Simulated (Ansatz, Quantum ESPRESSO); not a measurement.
# Screening and band shifts of Y2NF2 MXene, 1 layer, part 4 of 6

Aim: how Y2NF2 MXene, 1 layer screens a field along its normal, and what the field does to its bands.

Quantum ESPRESSO 7.5; plane-wave DFT, RPBE, GBRV ultrasoft pseudopotentials made under PBE; geometry and cross-check by Ansatz 0.2.0 with PAW datasets.

So far. Step 6 (SCF with pw.x: field 0.1 V/Å): The dipole goes from -0.0000 to 0.0300 e Å, 0.3006 e Å per V/Å. Step 7 (Electrostatic potential): The slope in the vacuum is 0.100 eV/Å for an applied 0.10 V/Å, as it should be.

## 8. Ground state: field 0.2 V/Å

The input, f2.in:

```
&control
  prefix = 'f2'
  outdir = './out'
  pseudo_dir = './pseudo'
  calculation = 'scf'
  tprnfor = .true.
  tefield = .true.
  dipfield = .true.
/
&system
  ibrav = 0
  nat = 5
  ntyp = 3
  ecutwfc = 40
  ecutrho = 200
  input_dft = 'rpbe'
  occupations = 'smearing'
  smearing = 'fd'
  degauss = 0.004
  edir = 3
  emaxpos = 0.97
  eopreg = 0.04
  eamp = 0.00388938
/
&electrons
  conv_thr = 1e-09
  mixing_beta = 0.4
  electron_maxstep = 120
  mixing_mode = 'plain'
  startingpot = 'file'
/
ATOMIC_SPECIES
  F   18.9984  f_pbe_v1.4.uspp.F.UPF
  Y   88.9058  y_pbe_v1.4.uspp.F.UPF
  N   14.0070  n_pbe_v1.2.uspp.F.UPF
CELL_PARAMETERS angstrom
  3.46175244084203 0.00000000000000 0.00000000000000
  -1.73087622042101 2.99796555538198 0.00000000000000
  0.00000000000000 0.00000000000000 21.99530070670000
ATOMIC_POSITIONS crystal
  F   0.333333333333 0.666666666667 0.382595270704
  Y   0.666666666667 0.333333333333 0.439472193567
  N   -0.000000000000 0.000000000000 0.499999998864
  Y   0.333333333333 0.666666666667 0.560527802160
  F   0.666666666667 0.333333333333 0.617404734704
K_POINTS automatic
  12 12 1 0 0 0
```

On the command line:

```console
cp -r out/f0.save out/f2.save
OMP_NUM_THREADS=1 mpirun -n 4 pw.x -nk 4 -in f2.in > f2.out
```

The log of the run:

```text
[banner, memory and clock lines left out]
Program PWSCF v.7.5 starts
[...]
number of electrons       =        41.00
     number of Kohn-Sham states=           25
     kinetic-energy cutoff     =      40.0000  Ry
     charge density cutoff     =     200.0000  Ry
[...]
number of k points=    74  Fermi-Dirac smearing, width (Ry)=  0.0040
[...]
Dense  grid:    73609 G-vectors     FFT dimensions: (  30,  30, 192)
[...]
The initial density is read from file :
[...]
negative rho (up, down):  5.262E-04 0.000E+00
[...]
Starting wfcs are   38 randomized atomic wfcs
[...]
negative rho (up, down):  5.249E-04 0.000E+00
[...]
estimated scf accuracy    <       0.02442878 Ry
[...]
negative rho (up, down):  5.246E-04 0.000E+00
[...]
estimated scf accuracy    <       0.15666719 Ry
[...]
negative rho (up, down):  5.242E-04 0.000E+00
[...]
estimated scf accuracy    <       0.00011463 Ry
[...]
negative rho (up, down):  5.246E-04 0.000E+00
[...]
estimated scf accuracy    <       0.00000957 Ry
[...]
negative rho (up, down):  5.251E-04 0.000E+00
[...]
estimated scf accuracy    <       0.00000181 Ry
[...]
negative rho (up, down):  5.255E-04 0.000E+00
[...]
estimated scf accuracy    <       0.00000011 Ry
[...]
negative rho (up, down):  5.256E-04 0.000E+00
[...]
estimated scf accuracy    <       0.00000004 Ry
[...]
negative rho (up, down):  5.257E-04 0.000E+00
[...]
estimated scf accuracy    <          9.3E-09 Ry
[...]
negative rho (up, down):  5.257E-04 0.000E+00
[...]
Computed dipole along edir(3) :
        Dipole                0.1136 Ry au,          0.2886 Debye
        Dipole field          0.0009 Ry au,
        E field amplitude [Ha a.u.]:  3.8894E-03
        Potential amp.        0.2365 Ry
        Total length         39.9025 bohr
[...]
the Fermi energy is     1.9279 ev
!    total energy              =    -303.93166741 Ry
     estimated scf accuracy    <          5.0E-10 Ry
     smearing contrib. (-TS)   =      -0.00076567 Ry
     internal energy E=F+TS    =    -303.93090174 Ry
[...]
one-electron contribution =   -2052.11100068 Ry
     hartree contribution      =    1033.37501943 Ry
     xc contribution           =     -79.49694008 Ry
     ewald contribution        =     794.30279776 Ry
     electric field correction =      -0.00077818 Ry
     convergence has been achieved in   9 iterations
     negative rho (up, down):  5.257E-04 0.000E+00
[...]
Total force =     0.013834     Total SCF correction =     0.000079
[...]
```

Elapsed: 1.7 min, on 4 MPI ranks of Intel Xeon Platinum 8259CL at 2.50GHz (Skylake/Cascade Lake), shared host; peak memory 0.6 GiB.

This step gave:

```
free energy             : -4135.2010 eV
energy at zero smearing : -4135.1958 eV
Fermi energy            : 1.928 eV
dipole along the normal : 0.06008 e·Å
```

The dipole goes from -0.0000 to 0.0601 e Å, 0.3006 e Å per V/Å.

## 9. Potential by pp.x

The input, f2.pot.in:

```
&inputpp
  prefix = 'f2'
  outdir = './out'
  filplot = 'f2.pot.dat'
  plot_num = 11
/
```

On the command line:

```console
OMP_NUM_THREADS=1 mpirun -n 4 pp.x -in f2.pot.in > f2.pot.out
```

Wall time 2.1 s (4 MPI ranks); peak memory 0.25 GiB; 7.8 s of CPU time.

Numbers from this step:

```
slope of the potential above                                          : 0.2000 eV/Å
upper vacuum line continued to the top atoms, over the Fermi level    : 3.010 eV
slope of the potential below                                          : 0.2000 eV/Å
lower vacuum line continued to the bottom atoms, over the Fermi level : 3.025 eV
```

The slope in the vacuum is 0.200 eV/Å for an applied 0.20 V/Å, as it should be.

## 10. Band structure: field 0.2 V/Å

The input, f2.bands.in:

```
&control
  prefix = 'f2.bands'
  outdir = './out'
  pseudo_dir = './pseudo'
  calculation = 'bands'
  tefield = .true.
  dipfield = .true.
/
&system
  ibrav = 0
  nat = 5
  ntyp = 3
  ecutwfc = 40
  ecutrho = 200
  input_dft = 'rpbe'
  occupations = 'smearing'
  smearing = 'fd'
  degauss = 0.004
  edir = 3
  emaxpos = 0.97
  eopreg = 0.04
  eamp = 0.00388938
  nbnd = 26
/
&electrons
  conv_thr = 1e-07
  mixing_beta = 0.4
  electron_maxstep = 120
  mixing_mode = 'local-TF'
/
ATOMIC_SPECIES
  F   18.9984  f_pbe_v1.4.uspp.F.UPF
  Y   88.9058  y_pbe_v1.4.uspp.F.UPF
  N   14.0070  n_pbe_v1.2.uspp.F.UPF
CELL_PARAMETERS angstrom
  3.46175244084203 0.00000000000000 0.00000000000000
  -1.73087622042101 2.99796555538198 0.00000000000000
  0.00000000000000 0.00000000000000 21.99530070670000
ATOMIC_POSITIONS crystal
  F   0.333333333333 0.666666666667 0.382595270704
  Y   0.666666666667 0.333333333333 0.439472193567
  N   -0.000000000000 0.000000000000 0.499999998864
  Y   0.333333333333 0.666666666667 0.560527802160
  F   0.666666666667 0.333333333333 0.617404734704
K_POINTS crystal_b
4
  0.0000000000 0.0000000000 0.0000000000 14
  0.5000000000 0.0000000000 0.0000000000 14
  0.3333333333 0.3333333333 0.0000000000 14
  0.0000000000 0.0000000000 0.0000000000 1
```

On the command line:

```console
cp -r out/f2.save out/f2.bands.save
cp out/f2.xml out/f2.bands.xml
OMP_NUM_THREADS=1 mpirun -n 4 pw.x -nk 4 -in f2.bands.in > f2.bands.out
```

The log of the run:

```text
[banner, memory and clock lines left out]
Program PWSCF v.7.5 starts
[citation notice left out]

[...]
bravais-lattice index     =            0
     lattice parameter (alat)  =       6.5418  a.u.
     unit-cell volume          =    1540.4555 (a.u.)^3
     number of atoms/cell      =            5
     number of atomic types    =            3
     number of electrons       =        41.00
     number of Kohn-Sham states=           26
     kinetic-energy cutoff     =      40.0000  Ry
     charge density cutoff     =     200.0000  Ry
     Exchange-correlation= RPBE
                           (   1   4  44   4   0   0   0)

[...]
PseudoPot. # 1 for F  read from file:
     ./pseudo/f_pbe_v1.4.uspp.F.UPF
     Pseudo is Ultrasoft, Zval =  7.0
     Generated by new atomic code, or converted to UPF format
     Using radial grid of  799 points,  4 beta functions with:
                l(1) =   0
                l(2) =   0
                l(3) =   1
                l(4) =   1
     Q(r) pseudized with  8 coefficients,  rinner =    0.950   0.950   0.950

     PseudoPot. # 2 for Y  read from file:
     ./pseudo/y_pbe_v1.4.uspp.F.UPF
     Pseudo is Ultrasoft + core correction, Zval = 11.0
     Generated by new atomic code, or converted to UPF format
     Using radial grid of  885 points,  6 beta functions with:
                l(1) =   0
                l(2) =   0
                l(3) =   1
                l(4) =   1
                l(5) =   2
                l(6) =   2
     Q(r) pseudized with  8 coefficients,  rinner =    1.200   1.200   1.200
                                                       1.200   1.200

     PseudoPot. # 3 for N  read from file:
     ./pseudo/n_pbe_v1.2.uspp.F.UPF
     Pseudo is Ultrasoft + core correction, Zval =  5.0
     Generated by new atomic code, or converted to UPF format
     Using radial grid of  729 points,  4 beta functions with:
                l(1) =   0
                l(2) =   0
                l(3) =   1
                l(4) =   1
     Q(r) pseudized with  8 coefficients,  rinner =    0.900   0.900   0.900

     atomic species   valence    mass     pseudopotential
     F                 7.00    18.99840     F ( 1.00)
     Y                11.00    88.90580     Y ( 1.00)
     N                 5.00    14.00700     N ( 1.00)

     No symmetry found

[...]
number of k points=    43  Fermi-Dirac smearing, width (Ry)=  0.0040
[...]
Dense  grid:    73609 G-vectors     FFT dimensions: (  30,  30, 192)

     Smooth grid:    52673 G-vectors     FFT dimensions: (  27,  27, 180)

     The potential is recalculated from file :
     ./out/f2.bands.save/charge-density

     negative rho (up, down):  5.257E-04 0.000E+00

     Adding external electric field

     Computed dipole along edir(3) :
        Dipole                0.1136 Ry au,          0.2886 Debye
        Dipole field          0.0009 Ry au,

        E field amplitude [Ha a.u.]:  3.8894E-03
        Potential amp.        0.2365 Ry
        Total length         39.9025 bohr

     Starting wfcs are   38 randomized atomic wfcs

     Band Structure Calculation
     Davidson diagonalization with overlap

     ethr =  2.44E-10,  avg # of iterations = 57.2

     End of band structure calculation

          k = 0.0000 0.0000 0.0000 (  6671 PWs)   bands (ev):

   -41.3761 -41.2857 -24.1828 -24.0183 -21.4523 -21.1111 -21.1111 -21.0419
   -21.0419 -20.7663 -12.3061  -5.7471  -5.4657  -5.4657  -5.3665  -5.2828
    -5.2828  -2.5838  -1.6875  -1.6875   2.9450   3.3123   3.3123   3.3571
     3.5814   3.9129

          k = 0.0357 0.0206 0.0000 (  6671 PWs)   bands (ev):

   -41.3748 -41.2849 -24.1830 -24.0191 -21.4709 -21.1169 -21.1144 -21.0429
   -21.0294 -20.7677 -12.3040  -5.7373  -5.4805  -5.4640  -5.3584  -5.2825
    -5.2817  -2.5721  -1.7137  -1.6904   2.9791   3.2404   3.3368   3.3589
     3.6146   3.9409

[...]
```

The job ended after 59 s (4 MPI ranks; peak memory 0.38 GiB; 3.9 min of CPU time).

Band numbers count within the set of bands kept for display. Electronic bands along the path, in eV, zero at the Fermi level; # counts the bands kept:

```csv
point,#6,#7,#8,#9,#10,#11,#12,#13
Γ,-7.21,-4.51,-3.62,-3.62,1.02,1.38,1.38,1.43
halfway,-7.16,-4.31,-4.15,-3.68,-0.10,1.76,2.16,2.49
M,-7.01,-4.58,-3.93,-3.68,-0.95,2.33,3.32,3.64
halfway,-6.99,-4.52,-4.01,-3.93,-0.17,2.49,2.54,2.94
K,-6.97,-4.36,-4.36,-3.94,1.33,1.71,1.71,2.91
halfway,-7.12,-4.31,-4.12,-3.86,0.41,0.79,2.47,2.83
Γ,-7.21,-4.51,-3.62,-3.62,1.02,1.38,1.38,1.43
```

Upper empty bands that drop with the field can be states of the vacuum, held by the sawtooth; they depend on the cell's width.

## 11. SCF with pw.x: field 0.3 V/Å

f3.in, as its differences from the input of step 8:

```diff
@@ -1,3 +1,3 @@
 &control
-  prefix = 'f2'
+  prefix = 'f3'
   outdir = './out'
@@ -22,3 +22,3 @@
   eopreg = 0.04
-  eamp = 0.00388938
+  eamp = 0.00583407
 /
```

On the command line:

```console
cp -r out/f0.save out/f3.save
OMP_NUM_THREADS=1 mpirun -n 4 pw.x -nk 4 -in f3.in > f3.out
```

The log of the run:

```text
[banner, memory and clock lines left out]
Program PWSCF v.7.5 starts
[...]
number of electrons       =        41.00
     number of Kohn-Sham states=           25
     kinetic-energy cutoff     =      40.0000  Ry
     charge density cutoff     =     200.0000  Ry
[...]
number of k points=    74  Fermi-Dirac smearing, width (Ry)=  0.0040
[...]
Dense  grid:    73609 G-vectors     FFT dimensions: (  30,  30, 192)
[...]
The initial density is read from file :
[...]
negative rho (up, down):  5.262E-04 0.000E+00
[...]
Starting wfcs are   38 randomized atomic wfcs
[...]
negative rho (up, down):  5.140E-04 0.000E+00
[...]
estimated scf accuracy    <       0.05462878 Ry
[...]
negative rho (up, down):  5.145E-04 0.000E+00
[...]
estimated scf accuracy    <       0.33443626 Ry
[...]
negative rho (up, down):  5.158E-04 0.000E+00
[...]
estimated scf accuracy    <       0.00049391 Ry
[...]
negative rho (up, down):  5.196E-04 0.000E+00
[...]
estimated scf accuracy    <       0.00001919 Ry
[...]
negative rho (up, down):  5.224E-04 0.000E+00
[...]
estimated scf accuracy    <       0.00000229 Ry
[...]
negative rho (up, down):  5.239E-04 0.000E+00
[...]
estimated scf accuracy    <       0.00000028 Ry
[...]
negative rho (up, down):  5.247E-04 0.000E+00
[...]
estimated scf accuracy    <       0.00000005 Ry
[...]
negative rho (up, down):  5.251E-04 0.000E+00
[...]
estimated scf accuracy    <       0.00000002 Ry
[...]
negative rho (up, down):  5.251E-04 0.000E+00
[...]
estimated scf accuracy    <          1.3E-09 Ry
[...]
negative rho (up, down):  5.251E-04 0.000E+00
[...]
Computed dipole along edir(3) :
        Dipole                0.1703 Ry au,          0.4329 Debye
        Dipole field          0.0014 Ry au,
        E field amplitude [Ha a.u.]:  5.8341E-03
        Potential amp.        0.3547 Ry
        Total length         39.9025 bohr
[...]
the Fermi energy is     1.9430 ev
!    total energy              =    -303.93221932 Ry
     estimated scf accuracy    <          7.5E-10 Ry
     smearing contrib. (-TS)   =      -0.00076576 Ry
     internal energy E=F+TS    =    -303.93145356 Ry
[...]
one-electron contribution =   -2052.10719483 Ry
     hartree contribution      =    1033.37147438 Ry
     xc contribution           =     -79.49678018 Ry
     ewald contribution        =     794.30279776 Ry
     electric field correction =      -0.00175069 Ry
     convergence has been achieved in  10 iterations
     negative rho (up, down):  5.251E-04 0.000E+00
[...]
Total force =     0.016085     Total SCF correction =     0.000060
[...]
```

Elapsed: 2.4 min, on 4 MPI ranks; peak memory 0.64 GiB.

Numbers from this step:

| Quantity | Value |
| --- | --- |
| free energy | -4135.2085 eV |
| energy at zero smearing | -4135.2033 eV |
| Fermi energy | 1.943 eV |
| dipole along the normal | 0.09013 e·Å |

The dipole goes from -0.0000 to 0.0901 e Å, 0.3006 e Å per V/Å.

## 12. Electrostatic potential

The input, f3.pot.in:

```
&inputpp
  prefix = 'f3'
  outdir = './out'
  filplot = 'f3.pot.dat'
  plot_num = 11
/
```

On the command line:

```console
OMP_NUM_THREADS=1 mpirun -n 4 pp.x -in f3.pot.in > f3.pot.out
```

The job ended after 1.9 s (4 MPI ranks; peak memory 0.11 GiB).

Read from the output:

```
slope of the potential above                                          : 0.3000 eV/Å
upper vacuum line continued to the top atoms, over the Fermi level    : 3.009 eV
slope of the potential below                                          : 0.3000 eV/Å
lower vacuum line continued to the bottom atoms, over the Fermi level : 3.031 eV
```

The slope in the vacuum is 0.300 eV/Å for an applied 0.30 V/Å, as it should be.

Each curve counts from the Fermi level of its own run.

The runs together. Potential energy against z:

```csv
z (Å),potential at 0 V/Å (eV),potential at 0.1 V/Å (eV),potential at 0.2 V/Å (eV),potential at 0.3 V/Å (eV)
0,3.02,2.60,2.18,1.76
1,3.02,2.28,1.54,0.806
2,3.02,2.38,1.74,1.11
3,3.02,2.48,1.94,1.41
4,3.02,2.58,2.14,1.71
5,3.02,2.68,2.34,2.01
6,3.01,2.78,2.54,2.30
7,2.92,2.78,2.65,2.51
8,-1.24,-1.30,-1.36,-1.42
9,-9.56,-9.58,-9.60,-9.62
10,-17.9,-17.9,-17.9,-17.9
11,-8.93,-8.93,-8.93,-8.93
12,-18.0,-18.0,-18.0,-18.0
13,-9.48,-9.45,-9.43,-9.41
14,-1.17,-1.11,-1.04,-0.980
15,2.93,3.07,3.21,3.35
16,3.01,3.25,3.49,3.73
17,3.02,3.35,3.69,4.03
18,3.02,3.46,3.89,4.33
19,3.02,3.55,4.09,4.63
20,3.02,3.66,4.29,4.93
21,3.02,3.76,4.49,5.23
```

## 13. Band structure: field 0.3 V/Å

f3.bands.in, as its differences from the input of step 10:

```diff
@@ -1,3 +1,3 @@
 &control
-  prefix = 'f2.bands'
+  prefix = 'f3.bands'
   outdir = './out'
@@ -21,3 +21,3 @@
   eopreg = 0.04
-  eamp = 0.00388938
+  eamp = 0.00583407
   nbnd = 26
```

On the command line:

```console
cp -r out/f3.save out/f3.bands.save
cp out/f3.xml out/f3.bands.xml
OMP_NUM_THREADS=1 mpirun -n 4 pw.x -nk 4 -in f3.bands.in > f3.bands.out
```

The log of the run:

```text
[banner, memory and clock lines left out]
Program PWSCF v.7.5 starts
[citation notice left out]

[...]
bravais-lattice index     =            0
     lattice parameter (alat)  =       6.5418  a.u.
     unit-cell volume          =    1540.4555 (a.u.)^3
     number of atoms/cell      =            5
     number of atomic types    =            3
     number of electrons       =        41.00
     number of Kohn-Sham states=           26
     kinetic-energy cutoff     =      40.0000  Ry
     charge density cutoff     =     200.0000  Ry
     Exchange-correlation= RPBE
                           (   1   4  44   4   0   0   0)

[...]
PseudoPot. # 1 for F  read from file:
     ./pseudo/f_pbe_v1.4.uspp.F.UPF
     Pseudo is Ultrasoft, Zval =  7.0
     Generated by new atomic code, or converted to UPF format
     Using radial grid of  799 points,  4 beta functions with:
                l(1) =   0
                l(2) =   0
                l(3) =   1
                l(4) =   1
     Q(r) pseudized with  8 coefficients,  rinner =    0.950   0.950   0.950

     PseudoPot. # 2 for Y  read from file:
     ./pseudo/y_pbe_v1.4.uspp.F.UPF
     Pseudo is Ultrasoft + core correction, Zval = 11.0
     Generated by new atomic code, or converted to UPF format
     Using radial grid of  885 points,  6 beta functions with:
                l(1) =   0
                l(2) =   0
                l(3) =   1
                l(4) =   1
                l(5) =   2
                l(6) =   2
     Q(r) pseudized with  8 coefficients,  rinner =    1.200   1.200   1.200
                                                       1.200   1.200

     PseudoPot. # 3 for N  read from file:
     ./pseudo/n_pbe_v1.2.uspp.F.UPF
     Pseudo is Ultrasoft + core correction, Zval =  5.0
     Generated by new atomic code, or converted to UPF format
     Using radial grid of  729 points,  4 beta functions with:
                l(1) =   0
                l(2) =   0
                l(3) =   1
                l(4) =   1
     Q(r) pseudized with  8 coefficients,  rinner =    0.900   0.900   0.900

     atomic species   valence    mass     pseudopotential
     F                 7.00    18.99840     F ( 1.00)
     Y                11.00    88.90580     Y ( 1.00)
     N                 5.00    14.00700     N ( 1.00)

     No symmetry found

[...]
number of k points=    43  Fermi-Dirac smearing, width (Ry)=  0.0040
[...]
Dense  grid:    73609 G-vectors     FFT dimensions: (  30,  30, 192)

     Smooth grid:    52673 G-vectors     FFT dimensions: (  27,  27, 180)

     The potential is recalculated from file :
     ./out/f3.bands.save/charge-density

     negative rho (up, down):  5.251E-04 0.000E+00

     Adding external electric field

     Computed dipole along edir(3) :
        Dipole                0.1703 Ry au,          0.4329 Debye
        Dipole field          0.0014 Ry au,

        E field amplitude [Ha a.u.]:  5.8341E-03
        Potential amp.        0.3547 Ry
        Total length         39.9025 bohr

     Starting wfcs are   38 randomized atomic wfcs

     Band Structure Calculation
     Davidson diagonalization with overlap

     ethr =  2.44E-10,  avg # of iterations = 58.6

     End of band structure calculation

          k = 0.0000 0.0000 0.0000 (  6671 PWs)   bands (ev):

   -41.3625 -41.2681 -24.2058 -23.9647 -21.4374 -21.0983 -21.0983 -21.0235
   -21.0235 -20.7496 -12.2910  -5.7551  -5.4882  -5.4882  -5.3283  -5.2293
    -5.2293  -2.5682  -1.6723  -1.6723   2.8273   3.3136   3.3275   3.3275
     3.3783   3.7630

          k = 0.0357 0.0206 0.0000 (  6671 PWs)   bands (ev):

   -41.3612 -41.2673 -24.2061 -23.9654 -21.4560 -21.1033 -21.1015 -21.0246
   -21.0119 -20.7509 -12.2889  -5.7461  -5.4984  -5.4866  -5.3239  -5.2291
    -5.2280  -2.5564  -1.6985  -1.6752   2.8564   3.2575   3.3360   3.3520
     3.3864   3.7974

[...]
```

The job ended after 61 s (4 MPI ranks; peak memory 0.38 GiB).

Band numbers count within the set of bands kept for display. The electronic bands at the labelled points (eV, zero at the Fermi level; # counts the bands kept):

```csv
point,#6,#7,#8,#9,#10,#11,#12,#13
Γ,-7.17,-4.51,-3.62,-3.62,0.88,1.37,1.38,1.38
halfway,-7.12,-4.31,-4.15,-3.68,-0.10,1.75,2.00,2.45
M,-6.96,-4.57,-3.93,-3.68,-0.95,2.33,3.31,3.64
halfway,-6.94,-4.52,-4.01,-3.93,-0.17,2.48,2.55,2.94
K,-6.92,-4.36,-4.36,-3.94,1.33,1.71,1.71,2.91
halfway,-7.08,-4.31,-4.12,-3.86,0.41,0.79,2.30,2.82
Γ,-7.17,-4.51,-3.62,-3.62,0.88,1.37,1.38,1.38
```

Upper empty bands that drop with the field can be states of the vacuum, held by the sawtooth; they depend on the cell's width.

[end of part 4 of 6]

[Logs are printed without paths, hosts, clocks, repeated set-up lines and the standing remarks that a program may print on its own settings, such as how far it seeks lower states.]

[Hosts, paths, dates, database ids (printed as entryN), source tags and the programs' standing remarks are cut or masked in the printed files.]

[Maps of the electrostatic potential energy from Ansatz leave out the sawtooth potential of an applied field or a dipole correction, so their vacuum need not be flat; planar profiles and work functions include it.]
